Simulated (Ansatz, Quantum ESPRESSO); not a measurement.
# TlS (Pm-3m): from the cell to the phonon bands, part 2 of 3

How does TlS (Pm-3m) vibrate, and is this structure a minimum?

Quantum ESPRESSO 7.5; DFT LDA, scalar-relativistic, plane waves, PseudoDojo norm-conserving pseudopotentials.

So far. Step 2 (A first look): No gap opens on this mesh, so smearing is kept; the start stands at -5.0 GPa. Step 4 (Ground state): The cell stands at -0.012 GPa, close enough for phonons. The relaxed cell has a = 3.480 Å (conventional setting).

### 7. Phonons on a q mesh

Linear response treats each wavevector in the unit cell, with no supercell; the 2×2×2 mesh fixes the range of the force constants to be had. The change of the potential is kept for the electron-phonon matrix elements.

The input, ph.in:

```
phonons
&INPUTPH
  prefix          = 'x'
  outdir          = './tmp'
  fildyn          = 'x.dyn'
  tr2_ph          = 1.0d-18
  alpha_mix(1)    = 0.4
  nmix_ph         = 8
  ldisp           = .true.
  nq1             = 2
  nq2             = 2
  nq3             = 2
  electron_phonon = 'interpolated'
  fildvscf        = 'dvscf'
  el_ph_sigma     = 0.005
  el_ph_nsigma    = 10
/
```

Launch:

```
$ OMP_NUM_THREADS=1 mpirun -n 4 ph.x -nk 4 -in ph.in > ph.out
```

Log:

```text
[banners, grids, parts of the stress and lines that vanish by symmetry left out]
[banner, memory and clock lines left out]
Program PHONON v.7.5

     ./tmp/x.save/

     IMPORTANT: XC functional enforced from input :
     Exchange-correlation= PW
                           (   1   4   0   0   0   0   0)
     Any further DFT definition will be discarded
     Please, verify this is what you really want

     G-vector sticks info

     Reading collected, re-writing distributed wavefunctions in ./tmp/

     Dynamical matrices for ( 2, 2, 2)  uniform grid of q-points
     (   4 q-points):
       N         xq(1)         xq(2)         xq(3)
       1   0.000000000   0.000000000   0.000000000
       2   0.000000000   0.000000000  -0.500000000
       3   0.000000000  -0.500000000  -0.500000000
       4  -0.500000000  -0.500000000  -0.500000000

     Number and degeneracy of irreps per q-point
       N         xq(1)         xq(2)         xq(3)   N irreps
       1   0.000000000   0.000000000   0.000000000       2
        3   3
       2   0.000000000   0.000000000  -0.500000000       4
[...]
3   0.000000000  -0.500000000  -0.500000000       4
[...]
4  -0.500000000  -0.500000000  -0.500000000       2
        3   3

     Saving dvscf to file. Distribute only q points, not irreducible representations.

     Calculation of q =    0.0000000   0.0000000   0.0000000

     phonons

     bravais-lattice index     =            1
     lattice parameter (alat)  =       6.5763  a.u.
     unit-cell volume          =     284.4090 (a.u.)^3
     number of atoms/cell      =            2
     number of atomic types    =            2
     kinetic-energy cut-off    =      62.0000  Ry
     charge density cut-off    =     248.0000  Ry
     convergence threshold     =      1.0E-18
     beta                      =       0.4000
     number of iterations used =            8
     Exchange-correlation= PW
                           (   1   4   0   0   0   0   0)

     celldm(1)=    6.57629  celldm(2)=    0.00000  celldm(3)=    0.00000
     celldm(4)=    0.00000  celldm(5)=    0.00000  celldm(6)=    0.00000

     crystal axes: (cart. coord. in units of alat)
               a(1) = (  1.0000  0.0000  0.0000 )
               a(2) = (  0.0000  1.0000  0.0000 )
               a(3) = (  0.0000  0.0000  1.0000 )

     reciprocal axes: (cart. coord. in units 2 pi/alat)
               b(1) = (  1.0000  0.0000  0.0000 )
               b(2) = (  0.0000  1.0000  0.0000 )
               b(3) = (  0.0000  0.0000  1.0000 )

     Atoms inside the unit cell:

     Cartesian axes

     site n.  atom      mass           positions (alat units)
        1  Tl    204.3800   tau(    1) = (    0.50000    0.50000    0.50000  )
        2  S      32.0600   tau(    2) = (    0.00000    0.00000    0.00000  )

     Computing dynamical matrix for
                    q = (   0.0000000   0.0000000   0.0000000 )

     49 Sym.Ops. (with q -> -q+G )

     G cutoff =  271.6778  (  18805 G-vectors)     FFT grid: ( 36, 36, 36)

     number of k points=    35  Marzari-Vanderbilt smearing, width (Ry)=  0.0200

     PseudoPot. # 1 for Tl read from file:
     ./pseudo/Tl.upf
     Pseudo is Norm-conserving + core correction, Zval = 13.0

     PseudoPot. # 2 for S  read from file:
     ./pseudo/S.upf
     Pseudo is Norm-conserving + core correction, Zval =  6.0

     Mode symmetry, O_h (m-3m)  point group:

     Atomic displacements:
     There are    2 irreducible representations

     Representation     1      3 modes -  To be done

     Representation     2      3 modes -  To be done

     Alpha used in Ewald sum =   2.4000

     Representation #   1 modes #   1   2   3

     Self-consistent Calculation
      thresh= 1.000E-02 alpha_mix =  0.400 |ddv_scf|^2 =  3.203E-07
      thresh= 5.659E-05 alpha_mix =  0.400 |ddv_scf|^2 =  9.248E-09
      thresh= 9.617E-06 alpha_mix =  0.400 |ddv_scf|^2 =  1.353E-09
      thresh= 3.678E-06 alpha_mix =  0.400 |ddv_scf|^2 =  1.224E-10
[...]
End of self-consistent calculation

     Convergence has been achieved

     Representation #   2 modes #   4   5   6

     Self-consistent Calculation
[...]
End of self-consistent calculation

     Convergence has been achieved

     Number of q in the star =    1
     List of q in the star:
[...]
Diagonalizing the dynamical matrix

     q = (    0.000000000   0.000000000   0.000000000 )

 **************************************************************************
     freq (    1) =      -0.026496 [THz] =      -0.883809 [cm-1]
     freq (    2) =      -0.026496 [THz] =      -0.883809 [cm-1]
     freq (    3) =      -0.026496 [THz] =      -0.883809 [cm-1]
     freq (    4) =       1.891857 [THz] =      63.105564 [cm-1]
     freq (    5) =       1.891857 [THz] =      63.105564 [cm-1]
     freq (    6) =       1.891857 [THz] =      63.105564 [cm-1]
 **************************************************************************

     Mode symmetry, O_h (m-3m)  point group:

     freq (   1-   3) =         -0.9  [cm-1]   --> T_1u G_15  G_4- I
     freq (   4-   6) =         63.1  [cm-1]   --> T_1u G_15  G_4- I
     Electron-phonon interaction  ...

     [... narrower broadenings left out ...]
     Gaussian Broadening:   0.020 Ry, ngauss=   0
     DOS =  7.777664 states/spin/Ry/Unit Cell at Ef=  9.718012 eV
     lambda(    1)=  0.0000   gamma=    0.01 GHz
     lambda(    2)=  0.0000   gamma=    0.01 GHz
     lambda(    3)=  0.0000   gamma=    0.01 GHz
     lambda(    4)=  0.0136   gamma=    0.36 GHz
     lambda(    5)=  0.0136   gamma=    0.36 GHz
     lambda(    6)=  0.0136   gamma=    0.36 GHz
     [... wider broadenings left out ...]

     Number of q in the star =    1
     List of q in the star:
[...]
Calculation of q =    0.0000000   0.0000000  -0.5000000
     [... set-up and bands at k+q left out ...]

     Mode symmetry, D_4h(4/mmm) point group:

     Atomic displacements:
     There are    4 irreducible representations

     Representation     1      1 modes -  To be done

     Representation     2      2 modes -  To be done

[...]
Message from routine init_vloc:
     Interpolation table for Vloc re-allocated

     Alpha used in Ewald sum =   2.4000

     Representation #   1 mode #   1

     Self-consistent Calculation

[...]
[... iterations left out ...]
[...]
End of self-consistent calculation

     Convergence has been achieved

     Representation #   2 modes #   2   3

     Self-consistent Calculation

[...]
[... iterations left out ...]
[...]
End of self-consistent calculation

     Convergence has been achieved

     Representation #   3 mode #   4

[...]
[... iterations left out ...]
[...]
Convergence has been achieved

     Representation #   4 modes #   5   6

[...]
[... iterations left out ...]
[...]
Convergence has been achieved

     Number of q in the star =    3
     List of q in the star:
[...]
Diagonalizing the dynamical matrix

     q = (    0.000000000   0.000000000  -0.500000000 )

 **************************************************************************
     freq (    1) =      -1.135383 [THz] =     -37.872308 [cm-1]
     freq (    2) =      -1.135383 [THz] =     -37.872308 [cm-1]
     freq (    3) =       0.777303 [THz] =      25.928021 [cm-1]
     freq (    4) =       0.777303 [THz] =      25.928021 [cm-1]
     freq (    5) =       2.634060 [THz] =      87.862800 [cm-1]
     freq (    6) =       3.633011 [THz] =     121.184194 [cm-1]
 **************************************************************************

     Mode symmetry, D_4h(4/mmm) point group:

     freq (   1-   2) =        -37.9  [cm-1]   --> E_u  X_5' M_5'
     freq (   3-   4) =         25.9  [cm-1]   --> E_g  X_5  M_5
     freq (   5-   5) =         87.9  [cm-1]   --> A_1g X_1  M_1
     freq (   6-   6) =        121.2  [cm-1]   --> A_2u X_4' M_4'
     Electron-phonon interaction  ...

     [... narrower broadenings left out ...]
     Gaussian Broadening:   0.020 Ry, ngauss=   0
     DOS =  7.777664 states/spin/Ry/Unit Cell at Ef=  9.718012 eV
     lambda(    1)= -1.1002   gamma=   10.53 GHz
     lambda(    2)= -1.0979   gamma=   10.51 GHz
     lambda(    3)=  0.0767   gamma=    0.34 GHz
     lambda(    4)=  0.0765   gamma=    0.34 GHz
     lambda(    5)=  0.1197   gamma=    6.17 GHz
     lambda(    6)=  0.4986   gamma=   48.88 GHz
     [... wider broadenings left out ...]

     Number of q in the star =    3
     List of q in the star:
[...]
Calculation of q =    0.0000000  -0.5000000  -0.5000000
     [... set-up and bands at k+q left out ...]

     Mode symmetry, D_4h(4/mmm) point group:

     Atomic displacements:
     There are    4 irreducible representations

[...]
Alpha used in Ewald sum =   2.4000

     Representation #   1 mode #   1

[...]
Convergence has been achieved

     Representation #   2 mode #   2

[...]
Convergence has been achieved

     Representation #   3 modes #   3   4

[...]
Convergence has been achieved

     Representation #   4 modes #   5   6

[...]
Convergence has been achieved

     Number of q in the star =    3
     List of q in the star:
[...]
Diagonalizing the dynamical matrix

     q = (    0.000000000  -0.500000000  -0.500000000 )

 **************************************************************************
     freq (    1) =      -4.564196 [THz] =    -152.245186 [cm-1]
     freq (    2) =      -0.436770 [THz] =     -14.569068 [cm-1]
     freq (    3) =       1.946940 [THz] =      64.942943 [cm-1]
     freq (    4) =       1.946940 [THz] =      64.942943 [cm-1]
     freq (    5) =       5.647195 [THz] =     188.370133 [cm-1]
     freq (    6) =       5.647195 [THz] =     188.370133 [cm-1]
 **************************************************************************

     Mode symmetry, D_4h(4/mmm) point group:

     freq (   1-   1) =       -152.2  [cm-1]   --> A_2u X_4' M_4'
     freq (   2-   2) =        -14.6  [cm-1]   --> B_1u X_2' M_2'
     freq (   3-   4) =         64.9  [cm-1]   --> E_u  X_5' M_5'
     freq (   5-   6) =        188.4  [cm-1]   --> E_u  X_5' M_5'
     Electron-phonon interaction  ...

     [... narrower broadenings left out ...]
     Gaussian Broadening:   0.020 Ry, ngauss=   0
     DOS =  7.777664 states/spin/Ry/Unit Cell at Ef=  9.718012 eV
     lambda(    1)= -0.2242   gamma=   34.69 GHz
     lambda(    2)=  0.0000   gamma=    0.07 GHz
     lambda(    3)=  0.0084   gamma=    0.24 GHz
     lambda(    4)=  0.0084   gamma=    0.24 GHz
     lambda(    5)=  0.0620   gamma=   14.69 GHz
     lambda(    6)=  0.0620   gamma=   14.69 GHz
     [... wider broadenings left out ...]

     Number of q in the star =    3
     List of q in the star:
[...]
Calculation of q =   -0.5000000  -0.5000000  -0.5000000
     [... set-up and bands at k+q left out ...]

     Mode symmetry, O_h (m-3m)  point group:

     Atomic displacements:
     There are    2 irreducible representations

     Representation     1      3 modes -  To be done

     Representation     2      3 modes -  To be done

     Alpha used in Ewald sum =   2.4000

     Representation #   1 modes #   1   2   3

     Self-consistent Calculation

[...]
[... iterations left out ...]
[...]
End of self-consistent calculation

     Convergence has been achieved

     Representation #   2 modes #   4   5   6

     Self-consistent Calculation

      thresh= 1.000E-02 alpha_mix =  0.400 |ddv_scf|^2 =  9.010E-07

      [... iterations left out ...]
      thresh= 7.757E-10 alpha_mix =  0.400 |ddv_scf|^2 =  9.397E-19

     End of self-consistent calculation

     Convergence has been achieved

     Number of q in the star =    1
     List of q in the star:
          1  -0.500000000  -0.500000000  -0.500000000

     Diagonalizing the dynamical matrix

     q = (   -0.500000000  -0.500000000  -0.500000000 )

 **************************************************************************
     freq (    1) =       2.129565 [THz] =      71.034645 [cm-1]
     freq (    2) =       2.129565 [THz] =      71.034645 [cm-1]
     freq (    3) =       2.129565 [THz] =      71.034645 [cm-1]
     freq (    4) =       4.527298 [THz] =     151.014400 [cm-1]
     freq (    5) =       4.527298 [THz] =     151.014400 [cm-1]
     freq (    6) =       4.527298 [THz] =     151.014400 [cm-1]
 **************************************************************************

     Mode symmetry, O_h (m-3m)  point group:

     freq (   1-   3) =         71.0  [cm-1]   --> T_2g G_25' G_5+
     freq (   4-   6) =        151.0  [cm-1]   --> T_1u G_15  G_4-
     Electron-phonon interaction  ...

     [... narrower broadenings left out ...]
     Gaussian Broadening:   0.020 Ry, ngauss=   0
     DOS =  7.777664 states/spin/Ry/Unit Cell at Ef=  9.718012 eV
     lambda(    1)=  0.0447   gamma=    1.51 GHz
     lambda(    2)=  0.0464   gamma=    1.56 GHz
     lambda(    3)=  0.0451   gamma=    1.52 GHz
     lambda(    4)=  0.3365   gamma=   51.23 GHz
     lambda(    5)=  0.3346   gamma=   50.94 GHz
     lambda(    6)=  0.3358   gamma=   51.12 GHz
     [... wider broadenings left out ...]

     Number of q in the star =    1
     List of q in the star:
          1  -0.500000000  -0.500000000  -0.500000000


[key lines of the parts left out:]
the Fermi energy is     9.6927 ev
```

Run time: 6.4 min. Hardware: 4 MPI ranks of Arm Neoverse V2, shared host.

Read from the output:

- largest acoustic frequency at the zone centre before the sum rule: -0.88 cm⁻¹
- highest optical zone-centre mode (no LO-TO term): 63.11 cm⁻¹
- lowest optical zone-centre mode: 63.11 cm⁻¹
- lowest mode on the q mesh (acoustic ones at the zone centre apart): -152.2 cm⁻¹

Frequencies (cm⁻¹) at each irreducible wavevector; negative means imaginary. Frequencies by wavevector:

```
 q (fractions)  star  mode 1  mode 2  mode 3  mode 4  mode 5  mode 6
         0 0 0     1   -0.88   -0.88   -0.88   63.11   63.11   63.11
      0 0 -0.5     3  -37.87  -37.87   25.93   25.93   87.86   121.2
   0 -0.5 -0.5     3  -152.2  -14.57   64.94   64.94   188.4   188.4
-0.5 -0.5 -0.5     1   71.03   71.03   71.03     151     151     151
```

Couplings of single modes at a Gaussian broadening of 0.02 Ry, as ph.x prints them; it sets λ to zero for modes under 20 cm⁻¹. Mode couplings:

```
 q (fractions)  mode  frequency (cm⁻¹)       λ  linewidth γ (GHz)
      0 0 -0.5     3             25.93  0.0767               0.34
      0 0 -0.5     4             25.93  0.0765               0.34
      0 0 -0.5     5             87.86  0.1197               6.17
      0 0 -0.5     6             121.2  0.4986              48.88
   0 -0.5 -0.5     3             64.94  0.0084               0.24
   0 -0.5 -0.5     4             64.94  0.0084               0.24
   0 -0.5 -0.5     5             188.4   0.062              14.69
   0 -0.5 -0.5     6             188.4   0.062              14.69
-0.5 -0.5 -0.5     1             71.03  0.0447               1.51
-0.5 -0.5 -0.5     2             71.03  0.0464               1.56
-0.5 -0.5 -0.5     3             71.03  0.0451               1.52
-0.5 -0.5 -0.5     4               151  0.3365              51.23
-0.5 -0.5 -0.5     5               151  0.3346              50.94
-0.5 -0.5 -0.5     6               151  0.3358              51.12
```

Optical modes; normalised displacements of the dynamical-matrix file. Modes at Γ, with each element's share of the kinetic energy:

```csv
mode,frequency (cm⁻¹),symmetry,Tl %,S %
1,63.1,T1u,14,86
2,63.1,T1u,14,86
3,63.1,T1u,14,86
```

Displacements in mode 1 (63.1 cm⁻¹), the largest set to 1:
```
Tl1 -0.16  0.05  0.00
S2   1.00 -0.30  0.00
```

The acoustic modes at Γ come out as far as 0.9 cm⁻¹ from zero, where they should vanish, a small numerical error.

### 8. Force constants in real space

The dynamical matrices of the mesh are Fourier-transformed to force constants in real space.

The input, q2r.in:

```
&INPUT
  fildyn = 'x.dyn'
  zasr   = 'crystal'
  flfrc  = 'x.fc'
  la2F   = .true.
/
```

Launch:

```
$ q2r.x < q2r.in > q2r.out
```

Log:

```text
[banners, grids, parts of the stress and lines that vanish by symmetry left out]
[banner, memory and clock lines left out]
Program Q2R v.7.5

  reading grid info from file x.dyn0

  reading force constants from file x.dyn1
  Dielectric Tensor not found
  nqs=            1
 q=   0.00000000  0.00000000  0.00000000
  reading force constants from file x.dyn2
  nqs=            3
 q=   0.00000000  0.00000000 -0.50000000
[...]
reading force constants from file x.dyn3
  nqs=            3
[...]
q=  -0.50000000  0.00000000 -0.50000000
  reading force constants from file x.dyn4
  nqs=            1
 q=  -0.50000000 -0.50000000 -0.50000000

      q-space grid ok, #points =    8

      fft-check success (sum of imaginary terms < 10^-12)

   Preparing gamma for a2F

 Broadening =      0.005
      q-space grid ok, #points =    8

      fft-check success (sum of imaginary terms < 10^-12)

 Broadening =      0.010
[...]
Broadening =      0.045
      q-space grid ok, #points =    8

      fft-check success (sum of imaginary terms < 10^-12)

 Broadening =      0.050
      q-space grid ok, #points =    8

      fft-check success (sum of imaginary terms < 10^-12)
```

Run time: 0.48 s. Hardware: 1 thread.

(Part 2 of 3 ends here.)

[Host names and launcher messages were left out of these logs when they were recorded.]

[Logs are printed without paths, hosts, clocks, repeated set-up lines and the standing remarks that a program may print on its own settings, such as how far it seeks lower states.]

[Hosts, paths, dates, database ids (printed as entryN), source tags and the programs' standing remarks are cut or masked in the printed files.]
